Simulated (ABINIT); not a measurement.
# KF (Carobbiite): G0W0 in ABINIT against the screening cutoff in the self-energy

Wanted: the cheapest screening cutoff in the self-energy that holds the gap of KF (Carobbiite).

Calculated with ABINIT 10.8.3; LDA and many-body steps on it, plane waves.

This is a report of a sequence of runs, with most program output left out.

**1. Starting point**

The structure is cubic, space group Fm-3m (No. 225). Conventional cell: a = 5.344 Å, b = 5.344 Å, c = 5.344 Å, α = 90.00°, β = 90.00°, γ = 90.00°. Nearest to K lie 6 F at 2.67 Å. F has 6 K at 2.67 Å nearest. Farther neighbours and most contacts between anions are not listed.

The cell and positions come from the Crystallography Open Database and are kept as given unless a step says otherwise.

**2. Screening, 4×4×4 mesh, 94 bands, screening to 176.9 eV**

This step: ABINIT 10.8.3; RPA screening on LDA, plane waves, norm-conserving pseudopotentials.

The RPA dielectric matrix is built and inverted for each q.

Input file run.abi:

```
acell 3*1.0 Angstrom
rprim 
  -0.000000000000 2.671850000000 2.671850000000
  2.671850000000 -0.000000000000 2.671850000000
  2.671850000000 2.671850000000 0.000000000000
ntypat 2
znucl 19 9
natom 2
typat 1 2
xred 
  0.000000000000 0.000000000000 0.000000000000
  0.500000000000 0.500000000000 0.500000000000
pp_dirpath "pseudos"
pseudos "K.upf, F.upf"
ecut 36
ngkpt 4 4 4
nshiftk 1
shiftk 0 0 0
kptopt 1
chksymbreak 0
istwfk *1
occopt 1
irdwfk 1
optdriver 3
nband 94
ecuteps 6.5
inclvkb 2
awtr 1
symchi 1
indata_prefix "in"
outdata_prefix "out"
tmpdata_prefix "tmp"
```

Run with:

```
OMP_NUM_THREADS=1 mpirun -n 4 abinit run.abi > log
```

It took 15 s on 4 MPI ranks of Arm Neoverse V1, shared host; peak memory 0.64 GiB.

This step gave:

| Item | Value |
| --- | --- |
| ε∞ with local fields, on this mesh, along the program's q direction | 1.954 |
| the same without local fields | 2.166 |
| plasma frequency | 24.05 eV |
| plane waves in the screening matrix | 181 |

Local fields lower ε∞ by 10 %. On a Γ-centred mesh this coarse the value itself is usually too large, while a short band sum pulls it down.

**3. 0.7 Ha**

This step: G0W0 on LDA, plane waves, norm-conserving pseudopotentials.

Edit run.abi of step 2 so:

```diff
@@ -23,8 +23,15 @@
 irdwfk 1
-optdriver 3
+optdriver 4
 nband 94
-ecuteps 6.5
-inclvkb 2
-awtr 1
-symchi 1
+gwcalctyp 0
+ecutsigx 36
+symsigma 1
+nkptgw 1
+kptgw 
+  0.0000000000 0.0000000000 0.0000000000
+bdgw 
+  6 12
+ecuteps 0.7
+irdscr 1
+ppmodel 1
 indata_prefix "in"
```

Wall time 2.7 s (4 MPI ranks); peak memory 0.14 GiB; 11 s of CPU time.

Numbers from this step:

| Quantity | Value |
| --- | --- |
| G0W0 gap on the points computed | 12.06 eV |
| starting gap on the mesh | 5.821 eV |
| k of the valence top | 0, 0, 0 |
| k of the conduction bottom | 0, 0, 0 |
| Z at the valence top | 0.886 |
| Z at the conduction bottom | 0.908 |
| least direct G0W0 gap on the computed points | 12.06 eV |

**4. 1.3 Ha**

Edit run.abi of step 3 so:

```diff
@@ -33,3 +33,3 @@
   6 12
-ecuteps 0.7
+ecuteps 1.3
 irdscr 1
```

Elapsed: 2.7 s, on 4 MPI ranks; peak memory 0.14 GiB; 11 s of CPU time.

This step gave:

- G0W0 gap on the points computed: 11.26 eV
- starting gap on the mesh: 5.821 eV
- k of the valence top: 0, 0, 0
- k of the conduction bottom: 0, 0, 0
- Z at the valence top: 0.865
- Z at the conduction bottom: 0.901
- least direct G0W0 gap on the computed points: 11.26 eV

**5. 2.3 Ha**

The self-energy is evaluated for the states that the input lists, and the levels follow from it, in one-shot runs by the linearised quasiparticle equation.

Edit run.abi of step 4 so:

```diff
@@ -33,3 +33,3 @@
   6 12
-ecuteps 1.3
+ecuteps 2.3
 irdscr 1
```

Elapsed: 2.9 s, on 4 MPI ranks; peak memory 0.14 GiB; 11 s of CPU time.

Numbers from this step:

| Property | Result |
| --- | --- |
| G0W0 gap on the points computed | 10.22 eV |
| starting gap on the mesh | 5.821 eV |
| k of the valence top | 0, 0, 0 |
| k of the conduction bottom | 0, 0, 0 |
| least direct G0W0 gap on the computed points | 10.22 eV |

The gap on the mesh goes from 5.82 eV to 10.22 eV, a correction of +4.40 eV.

**6. 3.2 Ha**

Edit run.abi of step 5 so:

```diff
@@ -33,3 +33,3 @@
   6 12
-ecuteps 2.3
+ecuteps 3.2
 irdscr 1
```

Elapsed: 2.9 s, on 4 MPI ranks; peak memory 0.14 GiB.

Numbers from this step:

| Item | Value |
| --- | --- |
| G0W0 gap on the points computed | 10.07 eV |
| starting gap on the mesh | 5.821 eV |
| k of the valence top | 0, 0, 0 |
| k of the conduction bottom | 0, 0, 0 |
| least direct G0W0 gap on the computed points | 10.07 eV |

Against the run before, the gap moves by −0.151 eV.

**7. 4.9 Ha**

Edit run.abi of step 6 so:

```diff
@@ -33,3 +33,3 @@
   6 12
-ecuteps 3.2
+ecuteps 4.9
 irdscr 1
```

Elapsed: 4 s, on 4 MPI ranks; peak memory 0.5 GiB.

Numbers from this step:

* G0W0 gap on the points computed: 9.86 eV
* starting gap on the mesh: 5.821 eV
* k of the valence top: 0, 0, 0
* k of the conduction bottom: 0, 0, 0
* least direct G0W0 gap on the computed points: 9.86 eV

Against the run before, the gap moves by −0.211 eV.

**8. 6.5 Ha**

Edit run.abi of step 7 so:

```diff
@@ -33,3 +33,3 @@
   6 12
-ecuteps 4.9
+ecuteps 6.5
 irdscr 1
```

Wall time 4.8 s (4 MPI ranks); peak memory 0.5 GiB; 19 s of CPU time.

This step gave:

```yaml
g0w0_gap_on_the_points_computed: 9.815 eV
starting_gap_on_the_mesh: 5.821 eV
k_of_the_valence_top: 0, 0, 0
k_of_the_conduction_bottom: 0, 0, 0
least_direct_g0w0_gap_on_the_computed_points: 9.815 eV
```

Against the run before, the gap moves by −0.045 eV.

**9. The runs together**

Times are wall times on 4 MPI ranks of Arm Neoverse V1, shared host, good to a factor of about two. A run's time includes the screening step that it read.

```csv
run,mesh,bands,screening cutoff (eV),DFT gap (eV),gap on the mesh (eV),direct (eV),ε∞ used,time
0.7 Ha,4×4×4,94,19,5.821,12.064,12.064,1.95,17 s
1.3 Ha,4×4×4,94,35.4,5.821,11.257,11.257,1.95,17 s
2.3 Ha,4×4×4,94,62.6,5.821,10.222,10.222,1.95,18 s
3.2 Ha,4×4×4,94,87.1,5.821,10.071,10.071,1.95,18 s
4.9 Ha,4×4×4,94,133.3,5.821,9.860,9.860,1.95,19 s
6.5 Ha,4×4×4,94,176.9,5.821,9.815,9.815,1.95,19 s
```

**10. What came out**

* 0.7 Ha: 12.064 eV
* 1.3 Ha: 11.257 eV
* 2.3 Ha: 10.222 eV
* 3.2 Ha: 10.071 eV
* 4.9 Ha: 9.860 eV
* 6.5 Ha: 9.815 eV
* known limits: not at the basis limit; coarse k mesh

**Reading.** The setting moved: screening cutoff in the self-energy. From 0.7 Ha to 6.5 Ha the gap moves by −2.25 eV. The last step still moves it by −0.045 eV. Bands and screening cutoff are coupled, so a series along one setting does not show full convergence. Bands and cutoff are finite, so the gap is not at the basis limit. The miss can reach some tenths of an eV and take either sign; the mesh is an error of its own. In the G0W0 runs levels were corrected at 1 k point alone, so a gap called «on the mesh» is the least over those, and an edge elsewhere would be missed. The 4×4×4 mesh is coarse for this cell, which bears on the long-range parts of exchange and screening.

[Paths, hosts, dates, memory and timing lines, banners, echoed tables and standing remarks are left out of the program output.]

[Logs are printed without paths, hosts, clocks, repeated set-up lines and the standing remarks that a program may print on its own settings, such as how far it seeks lower states.]

[Runs of the session that timed out or met a known fault of the program may be left out.]

[Hosts, paths, dates, database ids (printed as entryN), source tags and the programs' standing remarks are cut or masked in the printed files.]

[G0W0 gaps are taken among the corrected bands and points alone; a level outside them can change the order at an edge.]

[Where Ansatz stands beside ABINIT at settings called matched, ABINIT's density can come from a denser mesh and the files from another edition; pairs whose starting gaps differed by over 0.03 eV were left out, so agreement reads better than it is.]
